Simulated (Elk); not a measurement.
# SrLaFe4: which magnetic order is lowest, part 2 of 2

A self-consistent run ends on one state, which hangs on the start. Several orders of SrLaFe4 are started in Elk and their energies compared.

Elk 11.2.3 (patched build); PBE; all-electron APW+lo, Dirac cores, scalar-relativistic bands.

So far. Step 2 (Run 1 (ferro ++++)): After 21 cycles the largest moment stands at 2.25 μB.

## (3) Order 2, typed as antiferro ++--

Reversing part of the moments tests the sign of the couplings between them.

Input file elk.in:

```
tasks
  0

xctype
  20

rgkmax
  6.0

nempty
  5

swidth
  0.005

reducebf
  0.5

epsengy
  1e-05

maxscl
  100

lmaxi
  2

spinpol
  .true.

sppath
  './'

avec
  0.00000000000 7.13125191760 7.13125191760
  7.13125191760 0.00000000000 7.13125191760
  7.13125191760 7.13125191760 0.00000000000

atoms
  3
  'La.in'
  1
  0.0000000000 0.0000000000 0.0000000000   0.000000 0.000000 0.000000
  'Sr.in'
  1
  0.2500000000 0.2500000000 0.2500000000   0.000000 0.000000 0.000000
  'Fe.in'
  4
  0.6232195400 0.6232195400 0.6232195400   0.000000 0.000000 -0.084000
  0.6232195400 0.6232195400 0.1303413900   0.000000 0.000000 -0.084000
  0.1303413900 0.6232195400 0.6232195400   0.000000 0.000000 0.084000
  0.6232195400 0.1303413900 0.6232195400   0.000000 0.000000 0.084000

ngridk
  6 6 6
```

Command:

```console
$ OMP_NUM_THREADS=4 elk
```

Numbers of over 12 decimals in the logs are rounded to 6 here.

The log of the run:

```text
Warning(init1): few empty states an atom for a second variation :    5.000000000
 they are its basis, with spin, DFT+U, afieldc (12 by default), in Hartree-Fock and RDMFT; 30 and more for pressures
Warning(gndstate): core states of species 1 leak from the muffin-tin :   0.2231173061E-03

--- INFO.OUT ---
┌─────────────────────────┐
│ Elk code version 11.2.3 │
└─────────────────────────┘

All units are atomic (Hartree, Bohr, etc.)

┌─────────────────────────────────────────────────┐
│ Ground-state run starting from atomic densities │
└─────────────────────────────────────────────────┘

Lattice vectors :
   0.000000000       7.131251918       7.131251918
   7.131251918       0.000000000       7.131251918
   7.131251918       7.131251918       0.000000000

Species : 1 (La)
 parameters loaded from : La.in
 name : lanthanum
 nuclear charge    :   -57.00000000
 electronic charge :    57.00000000
 atomic mass :    253209.2366
 muffin-tin radius :    2.800000000
 number of radial points in muffin-tin :   1393
 inner part over the whole radius :   0.9924947902E-02
 number on inner part of muffin-tin    :    996
 approximate nuclear radius :   0.9226798129E-04
 number of mesh points to nuclear radius :    505
 atomic positions (lattice), magnetic fields (Cartesian) :
  1 :   0.00000000  0.00000000  0.00000000    0.00000000  0.00000000  0.00000000

Species : 2 (Sr)
 parameters loaded from : Sr.in
 name : strontium
 nuclear charge    :   -38.00000000
 electronic charge :    38.00000000
 atomic mass :    159721.4892
 muffin-tin radius :    2.600000000
 number of radial points in muffin-tin :   1193
 inner part over the whole radius :   0.9909106339E-02
 number on inner part of muffin-tin    :    847
 approximate nuclear radius :   0.8067967193E-04
 number of mesh points to nuclear radius :    415
 atomic positions (lattice), magnetic fields (Cartesian) :
  1 :   0.25000000  0.25000000  0.25000000    0.00000000  0.00000000  0.00000000

Species : 3 (Fe)
 parameters loaded from : Fe.in
 name : iron
 nuclear charge    :   -26.00000000
 electronic charge :    26.00000000
 atomic mass :    101799.2075
 muffin-tin radius :    2.400000000
 number of radial points in muffin-tin :    993
 inner part over the whole radius :   0.9896234358E-02
 number on inner part of muffin-tin    :    700
 approximate nuclear radius :   0.7160107270E-04
 number of mesh points to nuclear radius :    332
 atomic positions (lattice), magnetic fields (Cartesian) :
  1 :   0.62321954  0.62321954  0.62321954    0.00000000  0.00000000 -0.08400000
  2 :   0.62321954  0.62321954  0.13034139    0.00000000  0.00000000 -0.08400000
  3 :   0.13034139  0.62321954  0.62321954    0.00000000  0.00000000  0.08400000
  4 :   0.62321954  0.13034139  0.62321954    0.00000000  0.00000000  0.08400000

Total number of atoms per unit cell :    6
Total muffin-tin volume :    397.1978424
 ratio of muffin-tin to unit cell volume :   0.5476203133

Spin treatment :
 spin-polarised
 global magnetic field (Cartesian) :    0.000000000       0.000000000       0.000000000
 collinear magnetisation in z-direction

Number of Bravais lattice symmetries :   48
Number of crystal symmetries         :    8
Crystal has no inversion symmetry
Complex Hermitian eigensolver will be used

k-point grid :      6     6     6
k-point offset :    0.000000000       0.000000000       0.000000000
k-point set is reduced with full crystal symmetry group
Total number of k-points :       41

Muffin-tin radius times maximum |G+k| :    6.000000000
 using average radius
Maximum |G+k| for APW functions       :    2.400000000
Maximum (1/2)|G+k|²                   :    2.880000000
Maximum |G| for potential and density :    12.00000000
Constant for pseudocharge density :    8
 order of it for each species :   15  15  15
 order of it for pair densities of each species (exact exchange by exxq0 0: 15) :    9   7   5
Radial integration step length :    1

G-vector grid sizes :     40    40    40
Number of G-vectors :    21187

Maximum angular momentum used for
 APW functions            :    8
 outer part of muffin-tin :    6
 inner part of muffin-tin :    2

Number of empty states         :     30
Total number of valence states :    146
Total number of core states    :    114

Third-order local-orbitals added for an l without core states : T
Total number of local-orbitals :    113

Exchange-correlation functional :     20     0     0
 Perdew-Burke-Ernzerhof, Phys. Rev. Lett. 77, 3865 (1996)
 gradient requirement :    1
 generalised gradient approximation (GGA)

Smearing type :    3
 Fermi-Dirac
Smearing width :   0.5000000000E-02
Effective electronic temperature (K) :    1578.875124

Mixing type :    3
 Broyden mixing, J. Phys. A: Math. Gen. 17, L317 (1984)

Kohn-Sham potential initialised from atomic data

┌──────────────────────────────┐
│ Self-consistent loop started │
└──────────────────────────────┘

┌─────────────────┐
│ Loop number : 1 │
└─────────────────┘

Energies :
 Fermi                       :     0.182043
 sum of occupied eigenvalues :     -10077.525428381
 electron kinetic            :      17527.635227711
 core electron kinetic       :      16867.866848026
 Coulomb                     :     -33763.969177947
 Coulomb potential           :     -26896.600146667
 nuclear-nuclear             :     -2054.2748226867
 electron-nuclear            :     -36582.024721808
 Hartree                     :      4872.3303665474
 Madelung                    :     -20315.669104614
 xc potential                :     -708.10874082368
 xc effective B-field        :    -0.389345
 external B-field            :      0.000000
 exchange                    :     -523.29646366928
 correlation                 :     -9.853036
 electron entropic           :    -0.27005920069669E-01
 total energy                :     -16769.510456024
 (external B-field energy excluded from total)

Density of states at Fermi energy :    345.5006746
 (states/Hartree/unit cell)

Estimated indirect band gap :   0.2045768931E-03
 from k-point 9 to k-point 14
Estimated direct band gap   :   0.5448261140E-03
 at k-point 29

Charges :
 core                        :    114.0000000
 valence                     :    85.00000000
 interstitial                :    8.229058064
 muffin-tins (core leakage)
  species : 1 (La)
   atom 1                    :    54.60422506     (  0.2334794788E-03)
  species : 2 (Sr)
   atom 1                    :    36.09901910     (  0.3006009570E-04)
  species : 3 (Fe)
   atom 1                    :    25.01692444     ( -0.2258118688E-06)
   atom 2                    :    25.01692444     ( -0.2258118688E-06)
   atom 3                    :    25.01692444     ( -0.2258118688E-06)
   atom 4                    :    25.01692444     ( -0.2258118688E-06)
 total in muffin-tins        :    190.7709419
 total calculated charge     :    198.9990683
 total charge                :    199.0000000
 error                       :   0.9317116683E-03

Moments :
 interstitial                :  -0.1384426008E-09
 muffin-tins
  species : 1 (La)
   atom 1                    :    0.000000000
  species : 2 (Sr)
   atom 1                    :    0.000000000
  species : 3 (Fe)
   atom 1                    :    2.287166171
   atom 2                    :    2.287166171
   atom 3                    :   -2.287166171
   atom 4                    :   -2.287166171
 total in muffin-tins        :    0.000000000
 total moment                :  -0.1384426008E-09

[... earlier loops left out ...]

┌──────────────────┐
│ Loop number : 21 │
└──────────────────┘

Energies :
 Fermi                       :     0.285976
 sum of occupied eigenvalues :     -10060.482999945
 electron kinetic            :      17529.242000823
 core electron kinetic       :      16866.998940564
 Coulomb                     :     -33764.610894740
 Coulomb potential           :     -26895.639617381
 nuclear-nuclear             :     -2054.2748226867
 electron-nuclear            :     -36584.396199544
 Hartree                     :      4874.0601274903
 Madelung                    :     -20316.791086050
 xc potential                :     -693.79477890330
 xc effective B-field        :    -0.290604
 external B-field            :      0.000000
 exchange                    :     -523.24085491747
 correlation                 :     -9.860751
 electron entropic           :    -0.25708976021435E-01
 total energy                :     -16768.496208621
 (external B-field energy excluded from total)

Density of states at Fermi energy :    325.6234457
 (states/Hartree/unit cell)

Estimated indirect band gap :   0.1438925829E-03
 from k-point 37 to k-point 36
Estimated direct band gap   :   0.4710610685E-03
 at k-point 29

Charges :
 core                        :    114.0000000
 valence                     :    85.00000000
 interstitial                :    8.298290230
 muffin-tins (core leakage)
  species : 1 (La)
   atom 1                    :    54.78780120     (  0.2231173061E-03)
  species : 2 (Sr)
   atom 1                    :    36.17846358     (  0.2895105434E-04)
  species : 3 (Fe)
   atom 1                    :    24.93386125     ( -0.2258120322E-06)
   atom 2                    :    24.93386125     ( -0.2258120322E-06)
   atom 3                    :    24.93386125     ( -0.2258120322E-06)
   atom 4                    :    24.93386125     ( -0.2258120322E-06)
 total in muffin-tins        :    190.7017098
 total calculated charge     :    198.9990656
 total charge                :    199.0000000
 error                       :   0.9344157158E-03

Moments :
 interstitial                :  -0.7967506496E-10
 muffin-tins
  species : 1 (La)
   atom 1                    :    0.000000000
  species : 2 (Sr)
   atom 1                    :    0.000000000
  species : 3 (Fe)
   atom 1                    :    1.945272831
   atom 2                    :    1.945272831
   atom 3                    :   -1.945272831
   atom 4                    :   -1.945272831
 total in muffin-tins        :    0.000000000
 total moment                :  -0.7967506496E-10

┌──────────────────────────────┐
│ Self-consistent loop stopped │
└──────────────────────────────┘

Warning : core states of species 1 leak from the muffin-tin :   0.2231173061E-03

Wrote STATE.OUT
```

Elapsed: 4.6 min, on 4 threads of Arm Neoverse V2, shared host; peak memory 0.66 GiB; 17 min of CPU time.

Spin moment in the muffin-tin sphere by atom:

```
atom  spin moment in the muffin-tin sphere (μB)
 La1                                       0.00
 Sr2                                       0.00
 Fe3                                       1.95
 Fe4                                       1.95
 Fe5                                      -1.95
 Fe6                                      -1.95
```

This step gave:

```yaml
density_of_states_at_the_fermi_level: 11.97 states/eV/cell
moment_between_the_spheres: 0 μB
magnetization: 0 μB
final_state: antiferromagnetic
```

It lies 159 meV a seeded atom over the first start, and its largest moment is 1.95 μB against 2.25 μB.

## (4) Order 3, typed as ferri +++-

Reversing part of the moments tests the sign of the couplings between them.

elk.in, as its differences from that of step 3:

```diff
@@ -50,3 +50,3 @@
   0.6232195400 0.6232195400 0.1303413900   0.000000 0.000000 -0.084000
-  0.1303413900 0.6232195400 0.6232195400   0.000000 0.000000 0.084000
+  0.1303413900 0.6232195400 0.6232195400   0.000000 0.000000 -0.084000
   0.6232195400 0.1303413900 0.6232195400   0.000000 0.000000 0.084000
```

Command:

```console
$ OMP_NUM_THREADS=4 elk
```

The log of the run:

```text
Warning(init1): few empty states an atom for a second variation :    5.000000000
 they are its basis, with spin, DFT+U, afieldc (12 by default), in Hartree-Fock and RDMFT; 30 and more for pressures
Warning(gndstate): core states of species 1 leak from the muffin-tin :   0.2230573957E-03

--- INFO.OUT ---
┌─────────────────────────┐
│ Elk code version 11.2.3 │
└─────────────────────────┘

All units are atomic (Hartree, Bohr, etc.)

┌─────────────────────────────────────────────────┐
│ Ground-state run starting from atomic densities │
[...]
muffin-tins
  species : 1 (La)
   atom 1                    :  -0.3018071835
  species : 2 (Sr)
   atom 1                    :  -0.1140029616
  species : 3 (Fe)
   atom 1                    :    2.251680357
   atom 2                    :    2.251680357
   atom 3                    :    2.251680357
   atom 4                    :    2.252127062
 total in muffin-tins        :    8.591357989
 total moment                :    8.262739544

┌──────────────────────────────┐
│ Self-consistent loop stopped │
└──────────────────────────────┘

Warning : core states of species 1 leak from the muffin-tin :   0.2230573957E-03

Wrote STATE.OUT

[key lines of the parts left out:]
total energy                :     -16768.519569089
```

Run time: 9.1 min. Hardware: 4 threads; peak memory 0.71 GiB.

Spin moment in the muffin-tin sphere by atom:

| atom | spin moment in the muffin-tin sphere (μB) |
| --- | --- |
| La1 | -0.30 |
| Sr2 | -0.11 |
| Fe3 | 2.25 |
| Fe4 | 2.25 |
| Fe5 | 2.25 |
| Fe6 | 2.25 |

Numbers from this step:

| Quantity | Value |
| --- | --- |
| density of states at the Fermi level | 6.600 states/eV/cell |
| moment between the spheres | -0.3286 μB |
| magnetization | 8.263 μB |
| final state | ferromagnetic |

On 1 Fe atom the moment turned against its typed sign.

It lies level with the first start, and its largest moment is 2.25 μB against 2.25 μB.

## (5) Run 4 (no spin polarisation)

A run without seeds gives the energy of the state without moments.

Input file elk.in:

```
tasks
  0

xctype
  20

rgkmax
  6.0

nempty
  5

swidth
  0.005

epsengy
  1e-05

maxscl
  100

lmaxi
  2

sppath
  './'

avec
  0.00000000000 7.13125191760 7.13125191760
  7.13125191760 0.00000000000 7.13125191760
  7.13125191760 7.13125191760 0.00000000000

atoms
  3
  'La.in'
  1
  0.0000000000 0.0000000000 0.0000000000   0.000000 0.000000 0.000000
  'Sr.in'
  1
  0.2500000000 0.2500000000 0.2500000000   0.000000 0.000000 0.000000
  'Fe.in'
  4
  0.6232195400 0.6232195400 0.6232195400   0.000000 0.000000 0.000000
  0.6232195400 0.6232195400 0.1303413900   0.000000 0.000000 0.000000
  0.1303413900 0.6232195400 0.6232195400   0.000000 0.000000 0.000000
  0.6232195400 0.1303413900 0.6232195400   0.000000 0.000000 0.000000

ngridk
  6 6 6
```

Command:

```console
$ OMP_NUM_THREADS=4 elk
```

The log of the run:

```text
Warning(gndstate): core states of species 1 leak from the muffin-tin :   0.2229550833E-03

--- INFO.OUT ---
┌─────────────────────────┐
│ Elk code version 11.2.3 │
└─────────────────────────┘

All units are atomic (Hartree, Bohr, etc.)

┌─────────────────────────────────────────────────┐
│ Ground-state run starting from atomic densities │
└─────────────────────────────────────────────────┘

Lattice vectors :
   0.000000000       7.131251918       7.131251918
   7.131251918       0.000000000       7.131251918
[...]
atom 2                    :    24.94879279     ( -0.2258117124E-06)
   atom 3                    :    24.94879279     ( -0.2258117124E-06)
   atom 4                    :    24.94879279     ( -0.2258117124E-06)
 total in muffin-tins        :    190.7333275
 total calculated charge     :    198.9990637
 total charge                :    199.0000000
 error                       :   0.9363033308E-03

┌──────────────────────────────┐
│ Self-consistent loop stopped │
└──────────────────────────────┘

Warning : core states of species 1 leak from the muffin-tin :   0.2229550833E-03

Wrote STATE.OUT

[key lines of the parts left out:]
total energy                :     -16768.470201659
```

The job ended after 21 s (4 threads; peak memory 0.25 GiB; 74 s of CPU time).

Numbers from this step:

* density of states at the Fermi level: 15.80 states/eV/cell
* final state: non-magnetic (no spin polarisation)

It lies 336 meV a seeded atom over the first start.

## (6) The states side by side

These are free energies at a smearing of 0.136 eV, so its entropy term is in the differences. They are divided by the number of seeded atoms, so that cells of unlike size compare.

Orders:

```csv
start,final state,typed order kept,energy over the lowest (meV a seeded atom),largest sphere moment (μB),net moment (μB a primitive cell),DOS at the Fermi level (states/eV a primitive cell),mesh matched,CPU time (s)
ferro ++++,ferromagnetic,yes,0.0556,2.252,8.263,6.6,yes,561.7
antiferro ++--,antiferromagnetic,yes,158.9,1.945,0,11.97,yes,1047
ferri +++-,ferromagnetic,no,0,2.252,8.263,6.6,yes,2148
no spin polarisation,non-magnetic,-,335.8,0,0,15.8,yes,74.34
```

## (7) Results

```json
{"lowest state found": "ferromagnetic (typed ferri +++-)", "largest site moment": "2.25 μB", "next state": "antiferromagnetic, 159 meV a seeded atom higher", "energy gained by spin polarisation": "336 meV a seeded atom"}
```

What this shows: The lowest state found is ferromagnetic, reached from the start ferri +++-, with moments up to 2.25 μB. The next state costs 159 meV a seeded atom. 1 start left the typed pattern (a sign turned or a seeded moment died), so such an energy belongs to the state reached, not the one typed. Only 4 starts are shown; other collinear patterns, canted and longer-period orders are not.

[Logs and program files are shortened in this print: banners, set-up blocks, solver, clock and traceback lines can be left out without a mark of their own.]

[Logs are printed without paths, hosts, clocks, repeated set-up lines and the standing remarks that a program may print on its own settings, such as how far it seeks lower states.]

[Hosts, paths, dates, database ids (printed as entryN), source tags and the programs' standing remarks are cut or masked in the printed files.]

[Where a cell is said to come from a database of computed structures, the database is the Materials Project.]
